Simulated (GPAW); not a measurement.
# The basis that the transmission of a Mo chain with a Cu atom on top of one atom needs

Wanted: the zero-bias transmission of a Mo chain with a Cu atom on top of one atom on a ladder of levels, with run times.

Program: GPAW 26.7.0. Level of theory: GPAW LCAO, PAW setups; Landauer transmission from Green's functions with principal layers (ASE), zero bias. Results are calculated unless marked as measured.

## 1. The starting structure

The cell holds 16 atoms: 15 Mo and 1 Cu. Cell: a = 9.000 Å, b = 9.000 Å, c = 33.750 Å, α = 90.0°, β = 90.0°, γ = 90.0°. Regions: left lead, 7 atoms (7 Mo); channel, 2 atoms (1 Mo and 1 Cu); right lead, 7 atoms (7 Mo). Vacuum lies along a and b. The structure is stacked along c, and the current runs across the ab planes.

## 2. Double-zeta polarised basis

Localised orbitals split the wire into layers that couple to their neighbours alone, which is what the Green's function method needs; double zeta with polarisation is the usual level for numbers.

File run.py:

```python
import json
import numpy as np
from ase import Atoms
from ase.transport.calculators import TransportCalculator
from gpaw import GPAW, FermiDirac
from gpaw.lcao.tools import get_lcao_hamiltonian
from scipy.linalg import eigh

# The junction with lead layers at both ends, along the third cell vector
device = Atoms(
    ['Mo', 'Mo', 'Mo', 'Mo', 'Mo', 'Mo', 'Mo', 'Mo', 'Cu', 'Mo', 'Mo', 'Mo', 'Mo', 'Mo', 'Mo', 'Mo'],
    positions=[
        [4.50000, 4.50000, 1.12500],
        [4.50000, 4.50000, 3.37500],
        [4.50000, 4.50000, 5.62500],
        [4.50000, 4.50000, 7.87500],
        [4.50000, 4.50000, 10.12500],
        [4.50000, 4.50000, 12.37500],
        [4.50000, 4.50000, 14.62500],
        [4.50000, 4.50000, 16.87500],
        [6.65160, 4.50000, 16.87500],
        [4.50000, 4.50000, 19.12500],
        [4.50000, 4.50000, 21.37500],
        [4.50000, 4.50000, 23.62500],
        [4.50000, 4.50000, 25.87500],
        [4.50000, 4.50000, 28.12500],
        [4.50000, 4.50000, 30.37500],
        [4.50000, 4.50000, 32.62500]],
    cell=[[9.0, 0.0, 0.0], [0.0, 9.0, 0.0], [0.0, 0.0, 33.75]],
    pbc=True)

# One principal layer of the lead: the first 5 atoms of the device
lead = Atoms(
    ['Mo', 'Mo', 'Mo', 'Mo', 'Mo'],
    positions=[
        [4.50000, 4.50000, 1.12500],
        [4.50000, 4.50000, 3.37500],
        [4.50000, 4.50000, 5.62500],
        [4.50000, 4.50000, 7.87500],
        [4.50000, 4.50000, 10.12500]],
    cell=[[9.0, 0.0, 0.0], [0.0, 9.0, 0.0], [0.0, 0.0, 11.25]],
    pbc=True)

settings = dict(mode='lcao', basis='dzp', xc='PBE', h=0.2,
                occupations=FermiDirac(0.1), maxiter=250,
                mixer=dict(beta=0.1, nmaxold=8, weight=100.0),
                convergence=dict(density=0.0001))
energies = np.arange(-3, 3 + 1e-9, 0.075)
eta = 0.0001
n1, n2 = 1, 1
# k and -k transmit alike, so half of the mesh across the current serves
mesh = [(i, j) for i in range(n1) for j in range(n2) if (i, j) <= (-i % n1, -j % n2)]
weights = np.array([1 if (i, j) == (-i % n1, -j % n2) else 2 for i, j in mesh]) / (n1 * n2)

# [... helper functions left out ...]
fermi_lead = ground_state(lead, (1, 1, 10), 'lead.txt')
fermi_device = ground_state(device, (1, 1, 3), 'device.txt')
# [... loop over the mesh left out, but for ...]
        # Shift the lead onto the potential of the device's first layer
        shift = ((H[:, 0, 0] - H0[:, 0, 0]) / S0[0, 0]).real.mean()
# [...]
kT = 8.617333e-5 * 300
bias = [0.1, 0.2, 0.5, 1.0, 1.5, 2.0]
# [... integrals and printing left out ...]
```

Run with:

```console
$ OMP_NUM_THREADS=1 OPENBLAS_NUM_THREADS=1 python run.py
```

Log:

```text
basis functions: device 450, principal layer 145
Fermi level: lead -2.7421 eV, device -2.6216 eV; lead shifted by -0.0040 eV
largest coupling past the next layer 2.80e-05 eV, largest misfit of the first layer 0.019 eV
  E-E_F (eV)   T (one spin)  [channel counts left out]
    -3.000    2.1719e+00
    -2.925    2.1751e+00
    -2.850    2.1764e+00
    -2.775    2.1747e+00
    -2.700    2.1779e+00
    -2.625    2.2084e+00
    -2.550    2.3219e+00
    -2.475    2.2640e+00
    -2.400    2.0153e+00
    -2.325    1.6488e+00
    -2.250    1.3881e+00
    -2.175    2.1439e+00
    -2.100    2.4006e+00
    -2.025    2.5446e+00
    -1.950    2.6515e+00
    -1.875    2.7336e+00
[...]
2.475    1.9782e+00
     2.550    1.5026e+00
     2.625    1.9543e+00
     2.700    1.9573e+00
     2.775    1.9420e+00
     2.850    1.9055e+00
     2.925    1.7994e+00
     3.000    9.9308e-01
conductance at 300 K: 5.3217 G0 a cell; thermopower 0.6843 uV/K
current from the zero-bias T(E) at 0.1 V: 41.229 uA
current from the zero-bias T(E) at 0.2 V: 82.434 uA
current from the zero-bias T(E) at 0.5 V: 205.67 uA
current from the zero-bias T(E) at 1.0 V: 408.71 uA
current from the zero-bias T(E) at 1.5 V: 606.26 uA
current from the zero-bias T(E) at 2.0 V: 772 uA
```

The job ended after 4.2 min (1 thread of Arm Neoverse V1, shared host; peak memory 1.4 GiB).

Numbers from this step:

- conductance: 5.322 G₀
- largest coupling past the next principal layer: 2.80e-5 eV
- largest misfit of the first principal layer: 0.01947 eV
- shift that aligns the lead: -0.003951 eV
- basis functions of the junction: 450
- basis functions of a principal layer: 145
- transmission at the Fermi level (one spin): 5.324

One spin. Transmission, zone mean against energy, zero at the Fermi level:

```tsv
energy (eV)	transmission, zone mean
-3.00	2.17
-2.85	2.18
-2.70	2.18
-2.55	2.32
-2.33	1.65
-2.17	2.14
-2.02	2.54
-1.88	2.73
-1.73	2.84
-1.57	2.90
-1.50	3.85
-1.35	3.10
-1.20	3.15
-1.05	3.11
-0.90	2.98
-0.75	5.09
-0.60	5.34
-0.38	5.41
-0.23	5.40
-0.07	5.36
0.00	5.32
0.07	5.28
0.23	5.18
0.38	5.08
0.60	4.95
0.75	4.94
0.90	5.02
1.05	5.14
1.20	5.22
1.35	3.27
1.57	3.26
1.73	2.90
1.88	2.23
2.02	1.99
2.17	1.99
2.33	1.99
2.55	1.50
2.70	1.96
2.85	1.91
3.00	0.993
```

Not self-consistent under bias; the bias window is split evenly. Current through one cell, from the zero-bias transmission against bias:

```tsv
bias (V)	current through one cell, from the zero-bias transmission (mA)
0.100	0.0412
0.200	0.0824
0.500	0.206
1.000	0.409
1.500	0.606
2.000	0.772
```

Transmission of the three most open eigenchannels against energy, zero at the Fermi level:

```tsv
energy (eV)	channel 1	channel 2	channel 3
-3.0000	0.997	0.959	0.215
-2.7750	0.991	0.960	0.223
-2.4750	0.895	0.880	0.489
-2.2500	0.975	0.305	0.108
-2.0250	0.996	0.968	0.580
-1.7250	0.998	0.995	0.848
-1.5000	0.998	0.998	0.935
-1.2750	0.998	0.998	0.954
-0.9750	0.998	0.998	0.982
-0.7500	0.998	0.998	0.991
-0.5250	0.997	0.997	0.997
-0.2250	0.999	0.997	0.997
0.0000	0.999	0.997	0.996
0.2250	0.999	0.996	0.995
0.5250	0.999	0.998	0.995
0.7500	0.999	0.995	0.995
0.9750	0.999	0.995	0.991
1.2750	0.999	0.992	0.978
1.5000	0.999	0.977	0.913
1.7250	0.999	0.986	0.574
2.0250	0.998	0.996	4.2e-5
2.2500	0.998	0.996	4.2e-5
2.4750	0.996	0.983	3.8e-5
2.7750	0.991	0.951	4.8e-5
3.0000	0.993	4.8e-5	5.3e-7
```

Couplings past the next layer reach 2.8e-5 eV, small enough to drop; the matrix elements of the cell's first layer differ from the bulk lead's by up to 0.019 eV. That layer keeps its own values in the calculation, and only beyond it is the lead taken as perfect. The Fermi levels of lead and junction count from different zeros of potential, one for each periodic cell; with both set to zero, the small remaining shift is what aligns them. By hand: G = 5.322 × 77.48 μS = 412 μS, a resistance of 2.43 kΩ; at 0.1 V a linear junction would pass 41.2 μA, and the integral over the bias window gives 41.2 μA.

## 3. Single-zeta polarised basis

One radial function a shell plus polarisation makes the matrices smaller; the question is what that costs.

run.py: that of step 2 with these lines changed.

```diff
@@ -43,3 +43,3 @@
 
-settings = dict(mode='lcao', basis='dzp', xc='PBE', h=0.2,
+settings = dict(mode='lcao', basis='szp(dzp)', xc='PBE', h=0.2,
                 occupations=FermiDirac(0.1), maxiter=250,
```

Log:

```text
basis functions: device 249, principal layer 80
Fermi level: lead -2.9192 eV, device -2.7866 eV; lead shifted by -0.0004 eV
largest coupling past the next layer 2.79e-05 eV, largest misfit of the first layer 0.030 eV
  E-E_F (eV)   T (one spin)  [channel counts left out]
    -3.000    2.1232e+00
    -2.925    2.1360e+00
    -2.850    2.1382e+00
    -2.775    2.1338e+00
    -2.700    2.1291e+00
    -2.625    2.1413e+00
    -2.550    2.2162e+00
    -2.475    2.0622e+00
    -2.400    1.4603e+00
    -2.325    1.2105e+00
    -2.250    2.4885e+00
    -2.175    2.5321e+00
    -2.100    2.6208e+00
    -2.025    2.7039e+00
    -1.950    2.7732e+00
    -1.875    2.8273e+00
[...]
2.475    1.9908e+00
     2.550    1.9873e+00
     2.625    1.9810e+00
     2.700    1.9690e+00
     2.775    1.9441e+00
     2.850    1.8817e+00
     2.925    1.6410e+00
     3.000    5.5531e-02
conductance at 300 K: 5.3862 G0 a cell; thermopower 0.5975 uV/K
current from the zero-bias T(E) at 0.1 V: 41.729 uA
current from the zero-bias T(E) at 0.2 V: 83.436 uA
current from the zero-bias T(E) at 0.5 V: 208.22 uA
current from the zero-bias T(E) at 1.0 V: 413.83 uA
current from the zero-bias T(E) at 1.5 V: 613.17 uA
current from the zero-bias T(E) at 2.0 V: 777.44 uA
```

The job ended after 2.8 min (1 thread; peak memory 1.3 GiB).

This step gave:

| Item | Value |
| --- | --- |
| conductance | 5.386 G₀ |
| largest coupling past the next principal layer | 2.79e-5 eV |
| largest misfit of the first principal layer | 0.03029 eV |
| shift that aligns the lead | -3.84e-4 eV |
| basis functions of the junction | 249 |
| basis functions of a principal layer | 80 |
| transmission at the Fermi level (one spin) | 5.388 |

One spin. Transmission, zone mean against energy, zero at the Fermi level:

```tsv
energy (eV)	transmission, zone mean
-3.0000	2.12
-2.7750	2.13
-2.4750	2.06
-2.2500	2.49
-2.0250	2.70
-1.7250	2.90
-1.5000	2.95
-1.2750	3.05
-0.9750	3.08
-0.7500	5.17
-0.5250	5.42
-0.3000	5.46
-0.2250	5.45
0.0000	5.39
0.2250	5.27
0.5250	5.06
0.7500	4.94
0.9750	4.96
1.2750	4.92
1.5000	3.31
1.7250	3.24
2.0250	2.42
2.2500	1.99
2.4750	1.99
2.7750	1.94
3.0000	0.0555
```

Not self-consistent under bias; the bias window is split evenly. The current through one cell, from the zero-bias transmission by bias:

```tsv
bias (V)	current through one cell, from the zero-bias transmission (mA)
0.100	0.0417
0.200	0.0834
0.500	0.208
1.000	0.414
1.500	0.613
2.000	0.777
```

Transmission of the three most open eigenchannels against energy, zero at the Fermi level:

```tsv
energy (eV)	channel 1	channel 2	channel 3
-3.0000	0.998	0.937	0.188
-2.7750	0.994	0.938	0.202
-2.4750	0.856	0.749	0.457
-2.2500	0.992	0.806	0.691
-2.0250	0.997	0.985	0.722
-1.7250	0.998	0.997	0.903
-1.5000	0.998	0.998	0.949
-1.2750	0.998	0.998	0.958
-0.9750	0.999	0.998	0.983
-0.7500	0.998	0.998	0.992
-0.5250	0.998	0.997	0.997
-0.2250	0.999	0.997	0.997
0.0000	0.999	0.997	0.996
0.2250	0.999	0.997	0.995
0.5250	0.999	0.998	0.996
0.7500	0.999	0.996	0.996
0.9750	0.999	0.995	0.993
1.2750	0.999	0.986	0.986
1.5000	0.999	0.974	0.961
1.7250	0.999	0.980	0.874
2.0250	0.999	0.990	0.221
2.2500	0.997	0.996	5.2e-5
2.4750	0.999	0.992	5.4e-5
2.7750	0.999	0.945	5.7e-5
3.0000	0.0553	1.5e-4	6.1e-5
```

The conductance, 5.39 G₀, lies 1.2 % above that of the dzp run.

## 4. GPAW, sz: basis = "sz(dzp)"

One function for each valence shell of the setup, as for a first survey of a large system.

run.py: that of step 3 with these lines changed.

```diff
@@ -43,3 +43,3 @@
 
-settings = dict(mode='lcao', basis='szp(dzp)', xc='PBE', h=0.2,
+settings = dict(mode='lcao', basis='sz(dzp)', xc='PBE', h=0.2,
                 occupations=FermiDirac(0.1), maxiter=250,
```

Log:

```text
basis functions: device 201, principal layer 65
Fermi level: lead -2.9953 eV, device -2.8539 eV; lead shifted by -0.0020 eV
largest coupling past the next layer 2.78e-05 eV, largest misfit of the first layer 0.030 eV
  E-E_F (eV)   T (one spin)  [channel counts left out]
    -3.000    2.0712e+00
    -2.925    2.0767e+00
    -2.850    2.0742e+00
[...]
2.925    1.6151e+00
     3.000    9.9909e-01
conductance at 300 K: 5.3829 G0 a cell; thermopower 0.4974 uV/K
current from the zero-bias T(E) at 0.1 V: 41.704 uA
current from the zero-bias T(E) at 0.2 V: 83.392 uA
current from the zero-bias T(E) at 0.5 V: 208.17 uA
current from the zero-bias T(E) at 1.0 V: 414.03 uA
current from the zero-bias T(E) at 1.5 V: 614 uA
current from the zero-bias T(E) at 2.0 V: 781 uA
```

Run time: 1.7 min. Hardware: 1 thread; peak memory 1.3 GiB.

This step gave:

- conductance: 5.383 G₀
- largest coupling past the next principal layer: 2.78e-5 eV
- largest misfit of the first principal layer: 0.03005 eV
- shift that aligns the lead: -0.001974 eV
- basis functions of the junction: 201
- basis functions of a principal layer: 65
- transmission at the Fermi level (one spin): 5.384

One spin. Transmission, zone mean against energy, zero at the Fermi level:

```tsv
energy (eV)	transmission, zone mean
-3.00	2.07
-2.77	2.07
-2.55	1.48
-2.40	2.69
-2.17	2.68
-1.95	2.86
-1.73	2.93
-1.57	2.96
-1.35	2.97
-1.12	3.09
-0.90	2.99
-0.75	5.13
-0.53	5.39
-0.30	5.44
-0.07	5.41
0.00	5.38
0.07	5.35
0.30	5.24
0.53	5.11
0.75	4.99
0.90	4.96
1.12	5.01
1.35	3.18
1.57	3.34
1.73	3.35
1.95	3.19
2.17	2.49
2.40	1.99
2.55	1.98
2.77	1.91
3.00	0.999
```

The conductance, 5.38 G₀, lies 1.2 % above that of the dzp run.

## 5. RPBE in the dzp basis: xc = "RPBE"

Back in the dzp basis, the functional changes from PBE to RPBE, to set the spread between functionals beside that between bases.

run.py: that of step 4 with these lines changed.

```diff
@@ -43,3 +43,3 @@
 
-settings = dict(mode='lcao', basis='sz(dzp)', xc='PBE', h=0.2,
+settings = dict(mode='lcao', basis='dzp', xc='RPBE', h=0.2,
                 occupations=FermiDirac(0.1), maxiter=250,
```

Log:

```text
basis functions: device 450, principal layer 145
Fermi level: lead -2.6509 eV, device -2.5275 eV; lead shifted by -0.0026 eV
largest coupling past the next layer 2.83e-05 eV, largest misfit of the first layer 0.021 eV
  E-E_F (eV)   T (one spin)  [channel counts left out]
    -3.000    2.1807e+00
    -2.925    2.1783e+00
    -2.850    2.1783e+00
[...]
2.925    1.8439e+00
     3.000    1.4417e+00
conductance at 300 K: 5.3306 G0 a cell; thermopower 0.6569 uV/K
current from the zero-bias T(E) at 0.1 V: 41.297 uA
current from the zero-bias T(E) at 0.2 V: 82.573 uA
current from the zero-bias T(E) at 0.5 V: 206.05 uA
current from the zero-bias T(E) at 1.0 V: 409.51 uA
current from the zero-bias T(E) at 1.5 V: 607.28 uA
current from the zero-bias T(E) at 2.0 V: 772.85 uA
```

Wall time 4.9 min (1 thread); peak memory 1.4 GiB.

This step gave:

- conductance: 5.331 G₀
- largest coupling past the next principal layer: 2.83e-5 eV
- largest misfit of the first principal layer: 0.02127 eV
- shift that aligns the lead: -0.002618 eV
- basis functions of the junction: 450
- basis functions of a principal layer: 145
- transmission at the Fermi level (one spin): 5.332

One spin. The transmission, zone mean by energy, zero at the Fermi level:

energy (eV), transmission, zone mean and a bar from the least value:
```
    -3.00       2.18 ######
    -2.85       2.18 ######
    -2.70       2.17 ######
    -2.55       2.28 ######
    -2.48       2.30 #######
    -2.33       1.61 #
    -2.17       2.18 ######
    -2.02       2.56 ########
    -1.88       2.74 ##########
    -1.73       2.85 ###########
    -1.57       2.90 ###########
    -1.35       3.09 ############
    -1.20       3.15 #############
    -1.05       3.11 #############
    -0.90       2.98 ############
    -0.75       5.11 ############################
    -0.60       5.35 #############################
    -0.38       5.42 ##############################
    -0.23       5.41 ##############################
    -0.07       5.37 ##############################
     0.00       5.33 #############################
     0.07       5.29 #############################
     0.23       5.20 ############################
     0.38       5.09 ############################
     0.60       4.96 ###########################
     0.75       4.93 ##########################
     0.90       4.99 ###########################
     1.05       5.11 ############################
     1.20       5.19 ############################
     1.35       3.32 ##############
     1.57       3.26 ##############
     1.73       2.88 ###########
     1.88       2.21 ######
     2.02       1.99 ####
     2.17       1.99 ####
     2.33       1.99 ####
     2.55       1.95 ####
     2.70       1.97 ####
     2.85       1.92 ####
     3.00       1.44
```

The conductance equals that of the dzp run to 0.2 %.

## 6. All levels side by side

Times are for 1 thread of Arm Neoverse V1, shared host. The series side by side:

```tsv
no.	run	conductance (G₀)	time	memory (GiB)
1	dzp	5.322	4.2 min	1.4
2	szp	5.386	2.8 min	1.3
3	sz	5.383	1.7 min	1.3
4	dzp RPBE	5.331	4.9 min	1.4
```

## 7. The levels side by side

The curves are compared point by point over the common energies.

This step: comparison of transmission and cost over codes and levels (GPAW 26.7.0).

Ladder, by row:

```tsv
step	code	T at the Fermi level (sum over the listed spins)	conductance (G0)	r.m.s. T(E) from the first	wall time (s)	peak memory (GiB)	threads
dzp	GPAW	5.324	5.322	0	252.8	1.45	1
szp	GPAW	5.388	5.386	0.273	168.4	1.32	1
sz	GPAW	5.384	5.383	0.3933	100.3	1.26	1
dzp-RPBE	GPAW	5.332	5.331	0.1292	292.2	1.45	1
```

The transmission, zone mean, sum over the listed spins by energy, zero at the Fermi level:

```tsv
energy (eV)	dzp	szp	sz	dzp-RPBE
-3.0000	2.17	2.12	2.07	2.18
-2.7750	2.17	2.13	2.07	2.17
-2.5500	2.32	2.22	1.48	2.28
-2.4750	2.26	2.06	1.08	2.30
-2.2500	1.39	2.49	2.60	1.47
-2.0250	2.54	2.70	2.81	2.56
-1.7250	2.84	2.90	2.93	2.85
-1.5000	3.85	2.95	2.96	2.91
-1.2750	3.14	3.05	3.02	3.13
-0.9750	3.05	3.08	3.04	3.05
-0.7500	5.09	5.17	5.13	5.11
-0.5250	5.38	5.42	5.39	5.39
-0.3750	5.41	5.46	5.43	5.42
-0.3000	5.41	5.46	5.44	5.42
-0.2250	5.40	5.45	5.44	5.41
0.0000	5.32	5.39	5.38	5.33
0.2250	5.18	5.27	5.28	5.20
0.5250	4.98	5.06	5.11	4.99
0.7500	4.94	4.94	4.99	4.93
0.9750	5.08	4.96	4.96	5.05
1.2750	5.20	4.92	4.75	5.16
1.5000	3.33	3.31	3.31	3.33
1.7250	2.90	3.24	3.35	2.88
2.0250	1.99	2.42	3.04	1.99
2.2500	1.99	1.99	2.22	1.99
2.4750	1.98	1.99	1.98	1.76
2.7000	1.96	1.97	1.95	1.97
2.7750	1.94	1.94	1.91	1.95
3.0000	0.993	0.0555	0.999	1.44
```

(Part 1 of 2 ends here.)

[Logs are printed without paths, hosts, clocks, repeated set-up lines and the standing remarks that a program may print on its own settings, such as how far it seeks lower states.]

[Hosts, paths, dates, database ids (printed as entryN), source tags and the programs' standing remarks are cut or masked in the printed files.]
